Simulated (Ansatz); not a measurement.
# MgZrO3 (built on the sites of a database entry of BaZrO3): phonons and vibrational spectra, part 2 of 3

Task: relax MgZrO3 (built on the sites of a database entry of BaZrO3), then find its harmonic phonons.

Ansatz 0.2.0; DFT PBEsol, scalar-relativistic, plane waves, PAW.

So far. Step 5 (A first phonon run): The highest optical mode at Γ without the field comes at 640.3 cm⁻¹, but the log warns of the mesh: “the force constants stand on the 8×8×8 k-mesh, whose period is 13.29 times the interband length at k = (0.0000, 0.0000, 0.0000), direct gap 1.074 eV, under 14: take them and everything formed from them as unconverged”. The relaxed cell has a = 4.073 Å (conventional setting).

The structure was built from a prototype and need not be the compound's stable phase.

## (7) Zone-centre response

The zone centre comes first: it holds the modes that light can see, as far as symmetry allows. The response to a homogeneous field gives the Born charges and the dielectric tensor.

Contents of input.yaml:

```yaml
crystal:
  lattice:
    - [4.0725944006, 0.0, 0.0]
    - [0.0, 4.0725944006, 0.0]
    - [0.0, 0.0, 4.0725944006]
  atoms:
    - { symbol: Mg, position: [0.0, 0.0, 0.0] }
    - { symbol: Zr, position: [0.5, 0.5, 0.5] }
    - { symbol: O, position: [0.0, 0.5, 0.5] }
    - { symbol: O, position: [0.5, 0.0, 0.5] }
    - { symbol: O, position: [0.5, 0.5, 0.0] }
kpoints:
  mp_grid: { grid: [12, 12, 12] }
hamiltonian:
  xc: pbesol
scf:
  occupations: { method: fixed }
output:
  eigenvalues: true
phonons:
  method: dfpt
  dielectric: true
  rigid_motions: translations
```

The run is started by

```console
ansatz run input.yaml --threads 8 --pin off --max-ram 14336MiB --backend cpu --events-out ev --progress --plain --runs-dir out
```

Numbers of over 12 decimals in the logs are rounded to 6 here.

The program printed:

```text
[...]
Crystal: 5 atoms, lattice volume = 67.548 Å³
Basis set: ecut = 420 eV, 1357 PW (Γ), exchange–correlation on 60×60×60 points (8 copies of the dense FFT grid, shifted against one another)
Bands: 25, of which v1, the nominal top of the filled ones, is band 20 counted from 1 (19 counted from 0)
Symmetry: 48 space group operations
k-points: 518 of 1728 (irreducible under 2 space group operations, time reversal used)
[...]
SCF iter   1: F=—  HF=-7728.319003 eV  |F-HF|=—  |Δ(HF+E_count)|=         —  Δρ=1.35e-2  dr2=1.02e-1  ethr=1.77e-3  ⟨swp⟩=4.2  Hψ=50685  notcnv=0  defer=965
[...]
SCF iter   8: F=-7728.294213 eV  HF=-7728.294213 eV  |F-HF|=2.09e-11  |Δ(HF+E_count)|=  3.18e-10  Δρ=2.90e-7  dr2=6.08e-11  ethr=1.00e-12  ⟨swp⟩=11.1  Hψ=74804  notcnv=0
SCF 1 converged in 8 iterations: F = -7728.294213 eV  dr2 = 6.08e-11
[...]
Bands: 21, of which v1, the nominal top of the filled ones, is band 20 counted from 1 (19 counted from 0)
k-points: 56 of 1728
[...]
Eigensolver: Dense (56 Hₖ)
SCF iter   1: F=—  HF=-7728.292500 eV  |F-HF|=—  |Δ(HF+E_count)|=         —  Δρ=4.66e-4  dr2=2.65e-5  ethr=1.00e-1
[...]
SCF iter   4: F=-7728.292500 eV  HF=-7728.292500 eV  |F-HF|=5.18e-9  |Δ(HF+E_count)|=   2.46e-7  Δρ=2.97e-6  dr2=8.12e-9  ethr=2.83e-9
SCF 1 converged in 4 iterations: F = -7728.292500 eV  dr2 = 8.12e-9
[...]
SCF converged after 8 iterations
Free energy (F): -7728.294213 eV
[...]
Internal energy: -7728.294213 eV  (E = F + TS)
E sigma→0 (E₀):  -7728.294213 eV
Fermi energy:    7.294428 eV
[...]
--- Band table (eV; the first three rows and the last of 518) ---
  k-point 0: bands = [... 16 lower, 6.2544, 6.9857, 6.9857, 6.9857, 8.0596, 11.0899, 11.0899, 11.0899, ... 1 higher]
  k-point 1: bands = [... 16 lower, 6.2229, 6.6653, 6.9703, 6.9703, 8.2824, 11.1012, 11.2529, 11.2529, ... 1 higher]
  k-point 2: bands = [... 16 lower, 6.0380, 6.1390, 6.9431, 6.9431, 8.7739, 11.1325, 11.6833, 11.6833, ... 1 higher]
  k-point 517: bands = [... 16 lower, 3.7663, 7.2944, 7.2944, 7.2944, 9.5684, 14.9991, 14.9991, 14.9991, ... 1 higher]
[...]
ASR residual: 1.747e-4 → 0.000e0 eV/Å²; symmetrization residual: 9.734e-6 eV/Å²
  ASR residual per site (eV/Å²): 1.75e-4 1.00e-4 7.77e-5 7.77e-5 7.77e-5
[...]
ε∞ (high-frequency dielectric tensor):
        5.216178     0.000000    -0.000000
        0.000000     5.216178     0.000000
       -0.000000     0.000000     5.216178
[...]
Born effective charges Z* (e; rows j = field, columns β = displacement):
    site 0:
         2.68912   -0.00000   -0.00000
        -0.00000    2.68912    0.00000
        -0.00000    0.00000    2.68912
    site 1:
         5.82632    0.00000   -0.00000
         0.00000    5.82632    0.00000
        -0.00000    0.00000    5.82632
    site 2:
        -4.96951   -0.00000   -0.00000
        -0.00000   -1.77297    0.00000
         0.00000    0.00000   -1.77297
    site 3:
        -1.77297    0.00000   -0.00000
         0.00000   -4.96951    0.00000
        -0.00000    0.00000   -1.77297
    site 4:
        -1.77297    0.00000    0.00000
        -0.00000   -1.77297    0.00000
        -0.00000   -0.00000   -4.96951
  Z* charge neutrality: 3.209e-3 e pre-enforcement
[...]
optical modes at Γ without the LO–TO term, one row a degenerate level:
      ω (cm⁻¹)  modes    IR ((D/Å)²/amu)
       -257.89      3            67.4272
       -217.34      3             0.0000
        181.82      3            14.6049
        640.32      3            98.3488
  optical modes at Γ + LO–TO along q̂ = [1.0000, 0.0000, 0.0000]:
      ω (cm⁻¹)  modes    IR ((D/Å)²/amu)
       -257.89      2            44.9515
       -217.34      3             0.0000
        -75.53      1             2.8701
        181.82      2             9.7366
        279.25      1             7.2068
        640.32      2            65.5659
        817.47      1            50.0501
  optical modes at Γ + LO–TO along q̂ = [0.0000, 1.0000, 0.0000]:
      ω (cm⁻¹)  modes    IR ((D/Å)²/amu)
       -257.89      2            44.9515
       -217.34      3             0.0000
        -75.53      1             2.8701
        181.82      2             9.7366
        279.25      1             7.2068
        640.32      2            65.5659
        817.47      1            50.0501
  optical modes at Γ + LO–TO along q̂ = [0.0000, 0.0000, 1.0000]:
      ω (cm⁻¹)  modes    IR ((D/Å)²/amu)
       -257.89      2            44.9515
       -217.34      3             0.0000
        -75.53      1             2.8701
        181.82      2             9.7366
        279.25      1             7.2068
        640.32      2            65.5659
        817.47      1            50.0501
```

Run time: 81 s. Hardware: 8 threads of Arm Neoverse V2, shared host; peak memory 3.4 GiB; 9.5 min of CPU time.

Numbers from this step:

```
sum-rule residual before enforcement           : 1.75e-4 eV/Å²
miss of the charge sum rule                    : 0.003209 e
estimated error of the dielectric tensor       : 0.01754
estimated error of the Born charges            : 0.03232 e
mean high-frequency dielectric constant        : 5.216
largest Born charge (third of the trace)       : 5.826 e
top of the zone-centre spectrum with the field : 817.5 cm⁻¹
```

Without the LO-TO term. Patterns of degenerate modes are one choice out of their space. The modes at Γ (shares of kinetic energy by element, %) (negative means imaginary):

| mode | frequency (cm⁻¹) | symmetry | Mg % | Zr % | O % |
| --- | --- | --- | --- | --- | --- |
| 1 | -257.9 | T1u | 57 | 0 | 43 |
| 2 | -257.9 | T1u | 57 | 0 | 43 |
| 3 | -257.9 | T1u | 57 | 0 | 43 |
| 4 | -217.3 | T2u | 0 | 0 | 100 |
| 5 | -217.3 | T2u | 0 | 0 | 100 |
| 6 | -217.3 | T2u | 0 | 0 | 100 |
| 7 | 0.0 | acoustic | 15 | 56 | 29 |
| 8 | 0.0 | acoustic | 15 | 56 | 29 |
| 9 | 0.0 | acoustic | 15 | 56 | 29 |
| 10 | 181.8 | T1u | 28 | 38 | 34 |
| 11 | 181.8 | T1u | 28 | 38 | 34 |
| 12 | 181.8 | T1u | 28 | 38 | 34 |
| 13 | 640.3 | T1u | 0 | 6 | 94 |
| 14 | 640.3 | T1u | 0 | 6 | 94 |
| 15 | 640.3 | T1u | 0 | 6 | 94 |

Displacements in mode 3 (-257.9 cm⁻¹), the largest set to 1:
```
Mg1 -0.04 -0.78  1.00
Zr2  0.00 -0.02  0.03
O3   0.01  0.58 -0.74
O4   0.03  0.15 -0.74
O5   0.03  0.58 -0.19
```

Displacements in mode 13 (640.3 cm⁻¹), the largest set to 1:
```
Mg1  0.00 -0.03  0.00
Zr2  0.00 -0.11  0.01
O3   0.00 -0.17  0.01
O4   0.00  1.00  0.01
O5   0.00 -0.17 -0.07
```

Optical modes at the zone centre, without and with the macroscopic field of the longitudinal modes; each column is sorted by frequency, so a row need not hold one and the same mode. Modes with and without the field, by row:

| rank among optical modes | no field (cm⁻¹) | q along (1, 0, 0) (cm⁻¹) |
| --- | --- | --- |
| 1 | -257.9 | -257.9 |
| 2 | -257.9 | -257.9 |
| 3 | -257.9 | -217.3 |
| 4 | -217.3 | -217.3 |
| 5 | -217.3 | -217.3 |
| 6 | -217.3 | -75.5 |
| 7 | 181.8 | 181.8 |
| 8 | 181.8 | 181.8 |
| 9 | 181.8 | 279.2 |
| 10 | 640.3 | 640.3 |
| 11 | 640.3 | 640.3 |
| 12 | 640.3 | 817.5 |

Born charge (rows field, columns displacement) (e), principal values of the symmetric part by kind of site:

| atom | atoms with these values | low | middle | high | mean |
| --- | --- | --- | --- | --- | --- |
| Mg1 | 1 | 2.69 | 2.69 | 2.69 | 2.69 |
| Zr2 | 1 | 5.83 | 5.83 | 5.83 | 5.83 |
| O3 | 3 | -4.97 | -1.77 | -1.77 | -2.84 |

In full for Mg1:

```
2.69 0.00 0.00
0.00 2.69 0.00
0.00 0.00 2.69
```

High-frequency dielectric tensor:

```
5.22 0.00 0.00
0.00 5.22 0.00
0.00 0.00 5.22
```

Transverse modes; imaginary modes are left out. Lines of the infrared spectrum (strongest = 100):

| position (cm⁻¹) | label | relative intensity |
| --- | --- | --- |
| 182 | T1u | 15 |
| 640 | T1u | 100 |

Before it was imposed, the acoustic sum rule was missed by 1.7e-4 eV/Å² and the charge sum rule by 0.0032 e. Small misses are needed for a sound result but don't prove that mesh and cutoff are converged. Against the first mesh the highest mode moved by +0.0 cm⁻¹. The lowest optical mode is imaginary, 257.9i cm⁻¹, so the energy falls along it.

## (8) Response at finite wavevector

Stability and thermal properties need the whole zone. Linear response on a 2×2×2 q mesh gives force constants as far as a supercell of that size would, and the tensors from the zone-centre run are typed in so that the long-range dipole term is interpolated apart.

input.yaml, the sections that differ from step 7:

```yaml
phonons:
  method: dfpt
  qmesh: [2, 2, 2]
  temperatures: { t_max: 1000, t_step: 50 }
  qpath:
    path:
      - [[0.0, 0.0, 0.0], [0.0, 0.5, 0.0], [0.5, 0.5, 0.0], [0.0, 0.0, 0.0], [0.5, 0.5, 0.5], [0.0, 0.5, 0.0]]
      - [[0.5, 0.5, 0.5], [0.5, 0.5, 0.0]]
    npoints: 10
  non_analytic_term:
    high_frequency_dielectric_tensor: [[5.2162, 0.0, 0.0], [0.0, 5.2162, 0.0], [0.0, 0.0, 5.2162]]
    born_effective_charges:
      - { species: Mg, tensor: [[2.6891, 0.0, 0.0], [0.0, 2.6891, 0.0], [0.0, 0.0, 2.6891]] }
      - { species: Zr, tensor: [[5.8263, 0.0, 0.0], [0.0, 5.8263, 0.0], [0.0, 0.0, 5.8263]] }
      - { species: O, tensor: [[-4.9695, 0.0, 0.0], [0.0, -1.773, 0.0], [0.0, 0.0, -1.773]] }
      - { species: O, tensor: [[-1.773, 0.0, 0.0], [0.0, -4.9695, 0.0], [0.0, 0.0, -1.773]] }
      - { species: O, tensor: [[-1.773, 0.0, 0.0], [0.0, -1.773, 0.0], [0.0, 0.0, -4.9695]] }
    source: "zone-centre run at this cell"
# crystal, kpoints, hamiltonian, scf, output: as in step 7
```

The program printed:

```text
[...]
Crystal: 5 atoms, lattice volume = 67.548 Å³
Basis set: ecut = 420 eV, 1357 PW (Γ), exchange–correlation on 60×60×60 points (8 copies of the dense FFT grid, shifted against one another)
Bands: 25, of which v1, the nominal top of the filled ones, is band 20 counted from 1 (19 counted from 0)
Symmetry: 48 space group operations
k-points: 84 of 1728
[...]
SCF iter   1: F=—  HF=-7728.318991 eV  |F-HF|=—  |Δ(HF+E_count)|=         —  Δρ=1.35e-2  dr2=1.02e-1  ethr=1.77e-3  ⟨swp⟩=4.2  Hψ=8241  notcnv=0  defer=150
[...]
SCF iter   9: F=-7728.294213 eV  HF=-7728.294213 eV  |F-HF|=0.00e0  |Δ(HF+E_count)|=  1.82e-12  Δρ=5.69e-8  dr2=2.10e-12  ethr=1.00e-12  ⟨swp⟩=10.7  Hψ=10828  notcnv=0
SCF 1 converged in 9 iterations: F = -7728.294213 eV  dr2 = 2.10e-12
[...]
NSCF: frozen V_eff on 84 k-points
[...]
DFPT response loops at q = (0, 0, 0) (fractional): preconditioner auto → Resta (q_TF=auto, 2.500 Å⁻¹)  ε∞=8.9 (no band partly filled); β = 1.00, the filter's whole step (`scf.mixing.beta` (0.50) is not read by the response loops at its default; to damp them type it under 1.00, their step now; it binds the ground state too); Broyden in place of MSR1
[...]
SCF converged after 9 iterations
Free energy (F): -7728.294213 eV
[...]
Internal energy: -7728.294213 eV  (E = F + TS)
E sigma→0 (E₀):  -7728.294213 eV
Fermi energy:    7.294433 eV
[...]
--- Band table (eV; the first three rows and the last of 84) ---
  k-point 0: bands = [... 16 lower, 6.2545, 6.9857, 6.9857, 6.9857, 8.0596, 11.0899, 11.0899, 11.0899, ... 1 higher]
  k-point 1: bands = [... 16 lower, 6.2229, 6.6653, 6.9703, 6.9703, 8.2824, 11.1012, 11.2529, 11.2529, ... 1 higher]
  k-point 2: bands = [... 16 lower, 6.0380, 6.1390, 6.9431, 6.9431, 8.7739, 11.1325, 11.6833, 11.6833, ... 1 higher]
  k-point 83: bands = [... 16 lower, 3.7663, 7.2944, 7.2944, 7.2944, 9.5684, 14.9991, 14.9991, 14.9991, ... 1 higher]
--- Phonons (Γ-DFPT): 4 representative perturbations + reference (Σ response iterations 12) ---
  ASR residual: 9.573e-5 → 0.000e0 eV/Å²; symmetrization residual: 6.450e-6 eV/Å²
  ASR residual per site (eV/Å²): 2.16e-5 9.57e-5 3.84e-5 3.84e-5 3.84e-5
[...]
--- Phonons (arbitrary-q DFPT): 4 irreducible q on the 2×2×2 mesh ---
  q = [0.0000, 0.0000, 0.0000] (star 1, of the zone-centre solve; hermiticity 6.04e-7, symmetrization 1.79e-13): -257.89 -257.89 -257.89 -217.34 -217.34 -217.34 -0.00 -0.00 0.00 181.82 181.82 181.82 640.32 640.32 640.32
  q = [0.0000, 0.0000, -0.5000] (star 3, 9 solved perturbations in 2646 linear systems a pass and spin channel, the states on 343 of 1728 k-point pairs; hermiticity 3.50e-7, symmetrization 1.45e-13): -215.03 -215.03 -184.09 -177.75 -177.75 117.28 117.28 165.36 170.46 192.43 192.43 368.05 637.62 637.62 848.22
[...]
sum rule: each row above includes the acoustic sum rule's correction from the zone centre's row sums; it moved no ω² by more than (0.81 cm⁻¹)²
  mesh force constants: q→R imaginary residual 7.33e-18; ASR residual 9.573e-5 → 0.000e0 eV/Å²; symmetrization residual 2.842e-14 eV/Å²
  interpolated dispersion: 63 rows × 15 modes
  density of states and harmonic sums: on the 16×16×16 q-mesh, interpolated from the force constants of a 2×2×2 supercell (with the dipole–dipole term of supplied tensors)
  largest difference from the sums on the solved wave vectors: F 4.63e-2 eV, S 6.59e-5 and C_V 3.32e-5 eV/K
  zero-point energy: 0.226565 eV/cell   skipped modes (ω ≤ 0): 905, of them read as no rigid motion or as one in doubt: 902 (5.484e0 modes/cell left out, lowest -300.93 cm⁻¹)   left out of the sums: 3.66e-1 of the cell's modes: C_V's classical limit lies that fraction below 3 k_B per atom; for a crystal, a wire or a layer, F and S can be off by more, and a phonons.interpolated_qmesh denser along its periods is the remedy for the sampling
```

Wall time 2.4 min (8 threads); peak memory 1.7 GiB; 18 min of CPU time.

Numbers from this step:

| Property | Result |
| --- | --- |
| sum-rule residual before enforcement | 9.57e-5 eV/Å² |
| lowest frequency on the path | -300.9 cm⁻¹ |
| highest frequency on the path or at a solved wavevector | 912.3 cm⁻¹ |
| lowest mode on the q mesh (acoustic modes at Γ apart) | -300.9 cm⁻¹ |

Frequencies (cm⁻¹) solved at each irreducible wavevector; negative means imaginary. Frequencies by wavevector, by row:

| q in reciprocal lattice units | star | mode 1 | mode 2 | mode 3 | mode 4 | mode 13 | mode 14 | mode 15 |
| --- | --- | --- | --- | --- | --- | --- | --- | --- |
| 0 0 0 | 1 | -257.9 | -257.9 | -257.9 | -217.3 | 640.3 | 640.3 | 640.3 |
| 0 0 -0.5 | 3 | -215 | -215 | -184.1 | -177.8 | 637.6 | 637.6 | 848.2 |
| 0 -0.5 -0.5 | 3 | -300 | -248 | -248 | -150.8 | 636 | 681.7 | 881.1 |
| -0.5 -0.5 -0.5 | 1 | -300.9 | -300.9 | -300.9 | -215 | 672.3 | 672.3 | 912.3 |

Interpolated from a 2×2×2 q mesh, rough between the solved points, with the LO-TO term (at Γ the limit along the path; where Γ stands inside the path, tables give the limit on arrival). The phonon branches at the labelled points (cm⁻¹):

| point | branch 1 | branch 2 | branch 3 | branch 4 | branch 12 | branch 13 | branch 14 | branch 15 |
| --- | --- | --- | --- | --- | --- | --- | --- | --- |
| Γ | -258 | -258 | -217 | -217 | 279 | 640 | 640 | 818 |
| halfway | -241 | -241 | -201 | -185 | 320 | 639 | 639 | 832 |
| X | -215 | -215 | -184 | -178 | 368 | 638 | 638 | 848 |
| halfway | -263 | -229 | -215 | -191 | 378 | 637 | 665 | 861 |
| M | -300 | -248 | -248 | -151 | 375 | 636 | 682 | 881 |
| halfway | -259 | -227 | -221 | -190 | 336 | 638 | 659 | 841 |
| Γ | -258 | -258 | -217 | -217 | 279 | 640 | 640 | 818 |
| halfway | -245 | -245 | -241 | -180 | 350 | 657 | 657 | 854 |
| R | -301 | -301 | -301 | -215 | 347 | 672 | 672 | 912 |
| halfway | -259 | -258 | -218 | -214 | 380 | 656 | 667 | 874 |
| X | -215 | -215 | -184 | -178 | 368 | 638 | 638 | 848 |
| jump to R | -301 | -301 | -301 | -215 | 347 | 672 | 672 | 912 |
| halfway | -300 | -259 | -259 | -195 | 368 | 658 | 677 | 894 |
| M | -300 | -248 | -248 | -151 | 375 | 636 | 682 | 881 |

Tetrahedra on a 16×16×16 mesh, mean over bins of 10 cm-1. Interpolated from a 2×2×2 q mesh, rough between the solved points. Phonon density of states against wavenumber; read off at these points:

| wavenumber (cm⁻¹) | phonon density of states (1/cm⁻¹/cell) |
| --- | --- |
| -305 | 1.7e-4 |
| -275 | 0.0161 |
| -245 | 0.0536 |
| -235 | 0.0472 |
| -215 | 0.0523 |
| -205 | 0.0395 |
| -175 | 0.0330 |
| -145 | 0.0100 |
| -105 | 0.00498 |
| -75 | 0.00384 |
| -45 | 0.00291 |
| -5 | 0.00228 |
| 25 | 0.00267 |
| 55 | 0.00517 |
| 95 | 0.0152 |
| 125 | 0.0209 |
| 155 | 0.0181 |
| 185 | 0.0305 |
| 225 | 0.0234 |
| 255 | 0.0206 |
| 285 | 0.0182 |
| 325 | 0.0159 |
| 355 | 0.0209 |
| 375 | 0.0401 |
| 385 | 5.0e-5 |
| 425 | 0 |
| 455 | 0 |
| 485 | 0 |
| 515 | 0 |
| 555 | 0 |
| 585 | 0 |
| 615 | 0 |
| 645 | 0.0637 |
| 655 | 0.0385 |
| 685 | 0.00109 |
| 715 | 0 |
| 755 | 1.0e-5 |
| 785 | 1.0e-5 |
| 815 | 5.2e-4 |
| 845 | 0.0168 |
| 885 | 0.00914 |
| 915 | 1.2e-4 |

The partial phonon density of states has structure finer than the step of the table below, so its rows give means over 25 cm⁻¹, whole bins alone (the curve runs from -309 to 948 cm⁻¹). Peaks (cm⁻¹: height): Mg -206.5: 0.0230, 196.9: 0.00464; O -238.1: 0.0281, 196.9: 0.0130, 647.7: 0.0459, 853.3: 0.0169; Zr 117.8: 0.0121, 196.9: 0.0114, 370.9: 0.0146, 639.8: 0.0021.

Phonopy on the run's constants, 15x15x15 mesh, Gaussian sigma 9.0 cm-1. Interpolated from a 2×2×2 q mesh, rough between the solved points. Table of partial phonon density of states by wavenumber; means over each step; values in 1/cm⁻¹/cell:

| wavenumber (cm⁻¹) | Mg | O | Zr |
| --- | --- | --- | --- |
| -275 | 0.00271 | 0.0155 | 2.2e-5 |
| -250 | 0.0158 | 0.0256 | 7.7e-5 |
| -225 | 0.0201 | 0.0263 | 8.3e-5 |
| -200 | 0.0194 | 0.0209 | 2.1e-4 |
| -175 | 0.0106 | 0.0190 | 3.4e-4 |
| -150 | 0.00434 | 0.00875 | 2.9e-4 |
| -125 | 0.00244 | 0.00478 | 2.8e-4 |
| -100 | 0.00167 | 0.00272 | 2.4e-4 |
| -75 | 0.00242 | 0.00250 | 3.9e-4 |
| -50 | 0.00165 | 8.8e-4 | 2.9e-4 |
| -25 | 6.6e-4 | 7.2e-4 | 1.4e-4 |
| 0 | 1.8e-4 | 3.5e-4 | 9.7e-5 |
| 25 | 6.2e-4 | 6.9e-4 | 4.5e-4 |
| 50 | 0.00170 | 0.00197 | 0.00162 |
| 75 | 0.00243 | 0.00325 | 0.00388 |
| 100 | 0.00307 | 0.00471 | 0.00902 |
| 125 | 0.00247 | 0.00514 | 0.0107 |
| 150 | 0.00260 | 0.00637 | 0.00946 |
| 175 | 0.00363 | 0.00885 | 0.00954 |
| 200 | 0.00407 | 0.0117 | 0.0105 |
| 225 | 0.00299 | 0.0102 | 0.00974 |
| 250 | 0.00251 | 0.00920 | 0.00896 |
| 275 | 0.00248 | 0.00889 | 0.00780 |
| 300 | 0.00221 | 0.00959 | 0.00620 |
| 325 | 0.00206 | 0.00926 | 0.00522 |
| 350 | 0.00228 | 0.00947 | 0.00873 |
| 375 | 0.00222 | 0.00894 | 0.0111 |
| 400 | 1.8e-4 | 7.1e-4 | 9.7e-4 |
| 425 | 0 | 0 | 1.2e-6 |
| 450 | 0 | 0 | 0 |
| 475 | 0 | 0 | 0 |
| 500 | 0 | 0 | 0 |
| 525 | 0 | 0 | 0 |
| 550 | 0 | 0 | 0 |
| 575 | 0 | 0 | 0 |
| 600 | 0 | 9.9e-5 | 5.2e-6 |
| 625 | 4.9e-6 | 0.0129 | 7.0e-4 |
| 650 | 1.5e-5 | 0.0407 | 0.00158 |
| 675 | 5.1e-6 | 0.0223 | 2.7e-4 |
| 700 | 0 | 0.00137 | 3.1e-6 |
| 725 | 0 | 1.3e-6 | 0 |
| 750 | 0 | 0 | 0 |
| 775 | 0 | 0 | 0 |
| 800 | 8.2e-6 | 3.4e-4 | 3.5e-5 |
| 825 | 1.1e-4 | 0.00571 | 3.6e-4 |
| 850 | 1.7e-4 | 0.0152 | 4.1e-4 |
| 875 | 5.4e-5 | 0.0128 | 1.7e-4 |
| 900 | 4.8e-6 | 0.00423 | 3.2e-5 |
| 925 | 0 | 3.4e-4 | 8.2e-7 |

Symmetry leaves 4 wavevectors to solve. The lowest mode among them, the acoustic zeros apart, lies at q = (-0.5, -0.5, -0.5) and is imaginary, 300.9i cm⁻¹, so the energy falls along it.

[end of part 2 of 3]

[Logs are printed without paths, hosts, clocks, repeated set-up lines and the standing remarks that a program may print on its own settings, such as how far it seeks lower states.]

[Hosts, paths, dates, database ids (printed as entryN), source tags and the programs' standing remarks are cut or masked in the printed files.]
